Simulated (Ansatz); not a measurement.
# 1T-CrSTe monolayer in a perpendicular field

Aim: how the 1T-CrSTe monolayer screens a field along its normal, and what the field does to its bands. A positive field points along +c.

Program: Ansatz 0.2.0. Level of theory: plane-wave DFT, PBE-D3(BJ), Ansatz PAW. Results are calculated unless marked as measured.

Most raw output is cut from this account.

## (1) The starting structure

The cell holds 3 atoms: 1 Te, 1 Cr and 1 S. Its edges and angles: a = 3.365 Å, b = 3.365 Å, c = 37.174 Å, α = 90.0°, β = 90.0°, γ = 120.0°. Vacuum lies along c.

## (2) Relaxation

The starting cell is a guess, so the in-plane lattice and the atoms are relaxed first, with the slab cut off from its images along the normal.

input.yaml reads:

```yaml
crystal:
  lattice:
    - [3.365, 0.0, 0.0]
    - [-1.6825, 2.9141754837, 0.0]
    - [0.0, 0.0, 37.1736110956]
  atoms:
    - { symbol: Te, position: [0.6666666667, 0.3333333333, 0.4586586962] }
    - { symbol: Cr, position: [0.0, 0.0, 0.507180115], spin: 3.0 }
    - { symbol: S, position: [0.3333333333, 0.6666666667, 0.5413413038] }
  periodic: [true, true, false]
magnetization:
  spin_polarized: true
kpoints:
  mp_grid: { grid: [12, 12, 1] }
hamiltonian:
  xc: pbe
  dispersion: d3bj
scf:
  occupations: { method: fermi_dirac, width: 0.05 }
  convergence: { dr2_threshold: 1.0e-09 }
relax:
  f_tol: 0.004
  max_steps: 90
  cell: {}
output:
  write_potential: true
  write_density: true
  volumetric_format: npy
```

Run with:

```
$ ansatz run input.yaml --threads 2 --pin off --max-ram 3072MiB --backend cpu --events-out ev --progress --plain --runs-dir out
```

Elapsed: 2 min, on 2 threads of Intel Xeon 6975P-C (Granite Rapids), shared host; peak memory 0.83 GiB; 4 min of CPU time.

Step by step:

```tsv
step	energy less that of the first step (eV)	largest force component (eV/Å)	volume (Å³)
1	0.0000	1.4228	364.53
2	-0.2719	0.3460	376.57
3	-0.2823	0.5206	376.73
4	-0.2827	0.1961	384.26
5	-0.2851	0.1259	381.85
6	-0.2865	0.0475	379.95
7	-0.2865	0.0953	379.48
8	-0.2867	0.0171	379.80
9	-0.2867	0.0017	379.86
10*	-0.2874	0.0017	379.86
11	-0.2874	0.0058	380.11
12	-0.2874	0.0025	380.13
13*	-0.2874	0.0025	380.13
```

Relaxation steps marked * repeat the geometry before them on a plane-wave basis chosen anew for their cell, so energy and pressure can jump there. Relaxation step 7 was tried and not accepted.

The run keeps the 6 symmetry operations that it works with, so distortions that break them were not tested.

```tsv
cell as run	before	after	change
a (Å)	3.365	3.436	+2.1 %
b (Å)	3.365	3.436	+2.1 %
```

The atoms that moved most (Å, along periodic axes as changes of fractional coordinates times the final cell, across vacuum about the mean position):

```tsv
atom	dx	dy	dz	length
Cr2	0.000	0.000	0.079	0.079
Te1	0.000	0.000	-0.046	0.046
S3	0.000	0.000	-0.033	0.033
```

The relaxed structure:

```cif
data_structure
_symmetry_space_group_name_H-M 'P 1'
_symmetry_Int_Tables_number 1
_cell_length_a 3.4362
_cell_length_b 3.4362
_cell_length_c 37.1736
_cell_angle_alpha 90.000
_cell_angle_beta 90.000
_cell_angle_gamma 120.000
_cell_volume 380.13
loop_
_atom_site_label
_atom_site_type_symbol
_atom_site_fract_x
_atom_site_fract_y
_atom_site_fract_z
_atom_site_occupancy
Te1 Te 0.66667 0.33333 0.45743 1
Cr2 Cr 0.00000 0.00000 0.50930 1
S3 S 0.33333 0.66667 0.54045 1
```

Numbers from this step:

* energy at zero smearing: -11262.0072 eV
* total moment: 2.404 μB
* site moments: -0.1225, 2.315, -0.07503 μB

Site moment by atom:

```tsv
atom	site moment (μB)
Te1	-0.12
Cr2	2.32
S3	-0.08
```

The lattice constant a goes from 3.365 to 3.436 Å.

## (3) Single point, field 0

A sawtooth potential applies the field, turning back in the middle of the vacuum. With the dipole correction the typed value is the field outside the slab. The induced dipole is small, so the SCF threshold is tight.

The cell differs from the one that the last finished run ended in (c 37.174 → 21.086 Å).

input.yaml reads:

```yaml
crystal:
  lattice:
    - [3.4362258303, 0.0, 0.0]
    - [-1.7181129151, 2.9758588622, 0.0]
    - [0.0, 0.0, 21.0862533728]
  atoms:
    - { symbol: Te, position: [0.6666666667, 0.3333333333, 0.4268183561], spin: -0.12 }
    - { symbol: Cr, position: [0.0, 0.0, 0.5182666766], spin: 2.32 }
    - { symbol: S, position: [0.3333333333, 0.6666666667, 0.5731816439], spin: -0.08 }
magnetization:
  spin_polarized: true
kpoints:
  mp_grid: { grid: [18, 18, 1] }
  band_path:
    path: [[0, 0, 0], [0.5, 0, 0], [0.33333333, 0.33333333, 0], [0, 0, 0]]
    npoints: 16
hamiltonian:
  xc: pbe
  dispersion: d3bj
scf:
  occupations: { method: fermi_dirac, width: 0.02585 }
  convergence: { dr2_threshold: 1.0e-10 }
efield:
  axis: 3
  dipole_correction: true
  ramp_position: 0.97
  ramp_width: 0.06
  amplitude: 0
output:
  dos: { projected: true, e_range: [-6, 5] }
  write_potential: true
  write_density: true
  volumetric_format: npy
  elf: true
```

It took 17 s on 2 threads; peak memory 0.8 GiB.

This step gave:

```
energy at zero smearing        : -11262.0069 eV
total moment                   : 2.458 μB
site moments                   : -0.1090, 2.336, -0.07278 μB
work function, upper face      : 5.607 eV
work function, lower face      : 4.744 eV
dipole along the normal        : -0.04881 e·Å
step between the vacuum levels : 0.8636 eV
```

Running mean over a fixed 2.8 Å (it still follows the layers) of the planar mean; the ramp of the sawtooth is left out. Table of electron's electrostatic potential energy less the Fermi level by z:

```tsv
z (Å)	electron's electrostatic potential energy less the Fermi level (eV)
3.0	4.74
3.5	4.74
4.0	4.74
4.5	4.74
5.0	4.74
5.5	4.72
6.0	4.65
6.5	4.34
7.0	3.23
7.5	1.95
8.0	0.914
8.5	-0.637
9.0	-1.96
9.5	-3.57
10.0	-4.62
10.5	-5.99
11.0	-6.68
11.5	-6.34
12.0	-4.77
12.5	-2.30
13.0	0.300
13.5	2.71
14.0	4.62
14.5	5.41
15.0	5.57
15.5	5.60
16.0	5.61
16.5	5.61
17.0	5.61
17.5	5.61
18.0	5.61
```

The density of states has structure finer than the step of the table below, so its rows give means over 0.25 eV, whole bins alone (the curve runs from -6 to 1.99 eV). Peaks (eV: height): total -4.590: 8.21, -3.190: 7.94, -1.920: 5.69, -0.980: 6.59, -0.650: 5.79, 1.720: 5.92, 1.800: 7.18; up -4.590: 6.39, -3.220: 6.87, -2.310: 3.88, -1.920: 4.07, -1.480: 2.91, -0.980: 6.18, -0.650: 5.21; down -4.370: 3.51, -3.710: 3.03, -2.640: 4.12, 1.060: 3.66, 1.720: 4.58, 1.800: 5.61, 1.940: 3.13.

The density of states by energy, zero at the Fermi level; means over each step; values in states/eV a cell:

```tsv
energy (eV)	total	up	down
-5.75	0.213	0.213	0
-5.50	0.675	0.430	0.245
-5.25	0.916	0.512	0.404
-5.00	1.42	0.960	0.461
-4.75	2.44	1.58	0.861
-4.50	4.08	2.14	1.94
-4.25	2.68	0.648	2.03
-4.00	1.92	1.44	0.482
-3.75	1.71	0.491	1.22
-3.50	2.20	1.73	0.468
-3.25	5.59	4.51	1.08
-3.00	2.34	0.310	2.03
-2.75	2.71	0.174	2.54
-2.50	1.90	0.870	1.03
-2.25	3.18	2.44	0.737
-2.00	3.64	1.91	1.73
-1.75	2.86	1.14	1.72
-1.50	3.22	1.84	1.37
-1.25	1.07	0.558	0.508
-1.00	2.66	2.24	0.416
-0.75	2.10	1.61	0.490
-0.50	2.89	2.28	0.608
-0.25	2.40	1.99	0.414
0.00	1.40	1.08	0.322
0.25	0.917	0.657	0.260
0.50	0.759	0.545	0.213
0.75	0.681	0.501	0.180
1.00	2.61	0.732	1.88
1.25	2.73	1.13	1.60
1.50	1.92	1.35	0.561
1.75	4.33	1.17	3.16
```

Projected DOS per atom over height of the atomic layer and energy from the Fermi level. Layers: Te Cr S from below.

Ten even steps from '0' (0.04 states/eV) to '9' (2.86 states/eV), each cell a mean:
```
291
141
171
010
110
120
241
150
140
341
532
531
124
114
267
113
212
314
324
101
100
000
```
Columns: height of the atomic layer (Å) from 9 to 12.1 (not evenly spaced); rows upwards: energy from the Fermi level (eV) from -5.96 to 1.96.

Projected DOS per atom, spin up over height of the atomic layer and energy from the Fermi level. Layers: Te Cr S from below.

Ten even steps from '_' (0.04 states/eV) to '@' (1.55 states/eV), each cell a mean:
```
..--..
..--::
..::..
..____
....__
::--..
::%%..
..@@..
__##..
..##__
--==..
**==..
::....
______
::@@@@
__::::
..::--
::....
--::++
......
______
______
```
Columns: height of the atomic layer (Å) from 9 to 12.1 (not evenly spaced); rows upwards: energy from the Fermi level (eV) from -5.96 to 1.96.

Projected DOS per atom, spin down over height of the atomic layer and energy from the Fermi level. Layers: Te Cr S from below.

Values in states/eV, 22 rows by 3 columns, each cell a mean:
```
0.42 2.35 0.15
0.08 0.55 0.05
0.19 1.60 0.15
0.04 0.17 0.02
0.08 0.13 0.02
0.15 0.14 0.02
0.29 0.16 0.04
0.33 0.13 0.04
0.28 0.10 0.04
0.66 0.17 0.36
0.93 0.29 0.46
0.57 0.17 0.29
0.17 0.57 1.07
0.49 0.46 1.11
0.24 0.21 0.53
0.23 0.18 0.52
0.34 0.11 0.23
0.67 0.30 1.02
0.39 0.16 0.45
0.23 0.08 0.13
0.16 0.05 0.06
0.00 0.00 0.00
```
Columns: height of the atomic layer (Å) from 9 to 12.1 (not evenly spaced); rows upwards: energy from the Fermi level (eV) from -5.96 to 1.96.

Deep bands are left out, so band numbers here count from the lowest band kept and differ from the log's. The electronic bands at the labelled points (eV, zero at the Fermi level; # counts the bands kept):

```tsv
point	up #6	up #7	up #8	up #9	down #4	down #5	down #6	down #7
Γ	-1.33	0.03	1.48	1.48	-2.12	1.07	1.07	1.72
halfway	-1.48	-0.74	-0.01	0.78	-2.32	-1.50	0.03	1.11
M	-1.02	-0.96	-0.49	-0.38	-2.59	-2.09	-0.48	0.88
halfway	-2.11	-0.91	-0.65	-0.23	-2.66	-2.09	-1.83	1.22
K	-2.52	-0.86	-0.60	-0.44	-3.25	-2.19	-2.07	1.52
halfway	-1.75	-0.77	-0.42	0.55	-2.57	-1.42	-0.94	1.16
Γ	-1.33	0.03	1.48	1.48	-2.12	1.07	1.07	1.72
```

Spin density in the ca plane at fractional y = 0.000, with atoms of Cr within 0.2 Å of it.

Values in e/Å³, 5 rows by 16 columns, each cell a mean:
```
0.0 0.0 0.0 0.0 0.0 0.0 0.0 0.0 0.5 1.0 0.0 0.0 0.0 0.0 0.0 0.0
0.0 0.0 0.0 0.0 0.0 0.0 0.0 0.0 0.0 0.1 0.0 0.0 0.0 0.0 0.0 0.0
0.0 0.0 0.0 0.0 0.0 0.0 0.0 0.0 0.0 0.0 0.0 0.0 0.0 0.0 0.0 0.0
0.0 0.0 0.0 0.0 0.0 0.0 0.0 0.0 0.1 0.2 0.0 0.0 0.0 0.0 0.0 0.0
0.0 0.0 0.0 0.0 0.0 0.0 0.0 0.0 0.7 1.5 0.1 0.0 0.0 0.0 0.0 0.0
```
Columns run along c (16.0 Å, from fractional 0.09 to 0.85 of the cell), rows up along a (3.4 Å). Atoms in or near the plane, at fractional coordinates: Cr at (0.52, 0.00).

Valence density in the ca plane at fractional y = 0.000, with atoms of Cr within 0.2 Å of it. It is the smooth field of the valence electrons, not physical close to the nuclei.

Values in units of 1e0 e/Å³, 5 rows by 16 columns, each cell a mean:
```
0.0 0.0 0.0 0.0 0.0 0.0 0.1 0.2 2.4 5.4 0.2 0.0 0.0 0.0 0.0 0.0
0.0 0.0 0.0 0.0 0.0 0.0 0.2 0.4 0.3 0.4 0.3 0.1 0.0 0.0 0.0 0.0
0.0 0.0 0.0 0.0 0.0 0.0 0.3 0.5 0.2 0.3 0.4 0.1 0.0 0.0 0.0 0.0
0.0 0.0 0.0 0.0 0.0 0.0 0.2 0.3 0.4 0.7 0.2 0.0 0.0 0.0 0.0 0.0
0.0 0.0 0.0 0.0 0.0 0.0 0.1 0.2 3.7 8.4 0.2 0.0 0.0 0.0 0.0 0.0
```
Columns run along c (16.0 Å, from fractional 0.09 to 0.85 of the cell), rows up along a (3.4 Å). Atoms in or near the plane, at fractional coordinates: Cr at (0.52, 0.00).

Electrostatic potential energy in the ca plane at fractional y = 0.000, with atoms of Cr within 0.2 Å of it. With pseudopotentials it is smooth inside the atoms' cores, unlike the true potential.

Values in eV, 5 rows by 16 columns, each cell a mean:
```
  4   4   4   4   3   1  -7 -29 -11   3   5   5   5   5   5   5
  4   4   4   4   2  -6  -3  -6  -2   2   5   5   5   5   5   5
  4   4   4   4   1 -13  -4   1  -3   1   5   5   5   5   5   5
  4   4   4   4   2  -3  -3 -13  -4   3   5   5   5   5   5   5
  4   4   4   4   3   2  -8 -30 -14   3   5   5   5   5   5   5
```
Columns run along c (16.0 Å, from fractional 0.17 to 0.93 of the cell; values clipped at the 3rd and 97th percentile), rows up along a (3.4 Å). Atoms in or near the plane, at fractional coordinates: Cr at (0.52, 0.00).

The work function of the upper face is 5.61 eV.

## (4) Single point, field 0.1 V/Å

input.yaml, as its differences from that of step 3:

```diff
@@ -27,5 +27,4 @@
   ramp_width: 0.06
-  amplitude: 0
+  amplitude: 0.1
 output:
-  dos: { projected: true, e_range: [-6, 5] }
   write_potential: true
@@ -33,2 +32 @@
   volumetric_format: npy
-  elf: true
```

Elapsed: 18 s, on 2 threads; peak memory 0.8 GiB.

The dipole is -0.0179 e·Å, 0.0309 e·Å from its value without field.

## (5) Single point, field -0.1 V/Å

input.yaml, as its differences from that of step 4:

```diff
@@ -27,3 +27,3 @@
   ramp_width: 0.06
-  amplitude: 0.1
+  amplitude: -0.1
 output:
```

Wall time 17 s (2 threads); peak memory 0.8 GiB.

The dipole is -0.0797 e·Å, -0.0309 e·Å from its value without field.

## (6) Response, atoms held

This step: plane-wave DFT, PBE-D3(BJ), Ansatz PAW; response to a field along the normal, atoms held (Ansatz 0.2.0).

The dipoles give the slope, and the difference of two potentials shows where the field is screened.

This step gave:

```yaml
equivalent_conductor_thickness_p_eps_0ae: 5.466 Å
distance_between_the_outer_atoms: 3.086 Å
```

Table of dipole of the cell by applied field:

```tsv
applied field (V/Å)	dipole of the cell (e·Å)
-0.1000	-0.0797
0.0000	-0.0488
0.1000	-0.0179
```

The total moment stays at 2.46 μB for applied field from -0.1 to 0.1 V/Å.

Local field over the applied field, running mean. From the potentials at -0.1 and 0.1 V/Å; running mean over 2.5 Å. The local field over applied field by z:

z (Å), local field over applied field and a bar:
```
     4.10      0.999 ##############################
     4.39      0.998 ##############################
     4.83      0.994 ##############################
     5.13      0.989 ##############################
     5.56      0.972 #############################
     5.86      0.952 #############################
     6.15      0.918 ############################
     6.59      0.833 #########################
     6.88      0.751 ######################
     7.18      0.655 ####################
     7.61      0.502 ###############
     7.91      0.399 ############
     8.35      0.250 #######
     8.64      0.163 #####
     8.93      0.096 ##
     9.37      0.043 #
     9.66      0.029 
     9.96      0.021 
    10.40      0.015 
    10.69      0.021 
    11.13      0.042 #
    11.42      0.065 ##
    11.71      0.099 ###
    12.15      0.188 #####
    12.45      0.273 ########
    12.74      0.373 ###########
    13.18      0.530 ################
    13.47      0.633 ###################
    13.91      0.780 #######################
    14.20      0.859 ##########################
    14.50      0.916 ###########################
    14.94      0.965 #############################
    15.23      0.981 #############################
    15.52      0.990 ##############################
    15.96      0.996 ##############################
    16.25      0.998 ##############################
    16.69      0.999 ##############################
    16.99      1.000 ##############################
```

Electrons, planar mean, per unit field. Induced electron density against z:

```tsv
z (Å)	induced electron density (e/Å³ per V/Å)
4.10	5.2e-6
4.54	1.4e-5
4.98	3.8e-5
5.42	9.7e-5
5.86	2.4e-4
6.30	5.5e-4
6.74	0.00119
7.18	0.00230
7.61	0.00341
8.05	0.00281
8.49	9.0e-4
8.93	7.9e-4
9.37	5.4e-4
9.81	-5.0e-5
10.25	-0.00104
10.84	2.3e-4
11.28	5.1e-4
11.71	-9.0e-4
12.15	-5.2e-4
12.59	-0.00241
13.03	-0.00382
13.47	-0.00267
13.91	-0.00130
14.35	-5.5e-4
14.79	-2.2e-4
15.23	-8.1e-5
15.67	-2.9e-5
16.11	-1.0e-5
16.55	-3.6e-6
16.99	-1.2e-6
```

By hand: between -0.1 and 0.1 V/Å the dipole changes by 0.06177 e·Å, a slope of 0.3089 e·Å²/V. A perfect conductor of thickness t has p = ε₀AEt, so t = 180.95 × 0.3089 / 10.226 = 5.47 Å (e/ε₀ = 180.95 V·Å, A in Å²).

The induced dipole is that of a conductor 5.47 Å thick.

## (7) Results

| Quantity | Value |
| --- | --- |
| gap without field | none |
| work function, upper face | 5.61 eV |
| step between the vacuum levels | 0.864 eV |
| equivalent conductor thickness, atoms held | 5.47 Å |

The induced dipole equals that of a perfect conductor 5.47 Å thick, while the outer atoms lie 3.09 Å apart. The two faces differ: the vacuum level above lies 0.86 eV higher than the one below. There is no gap over 0.03 eV, with or without the field. For an open d or f shell that can be the fault of a semilocal functional without a Hubbard term. The magnetic order is the one reached from the typed start; other orders were not compared. Spin-orbit coupling is left out, which matters for the bands of elements this heavy.

[Logs are printed without paths, hosts, clocks, repeated set-up lines and the standing remarks that a program may print on its own settings, such as how far it seeks lower states.]

[Hosts, paths, dates, database ids (printed as entryN), source tags and the programs' standing remarks are cut or masked in the printed files.]

[Maps of the electrostatic potential energy from Ansatz leave out the sawtooth potential of an applied field or a dipole correction, so their vacuum need not be flat; planar profiles and work functions include it.]
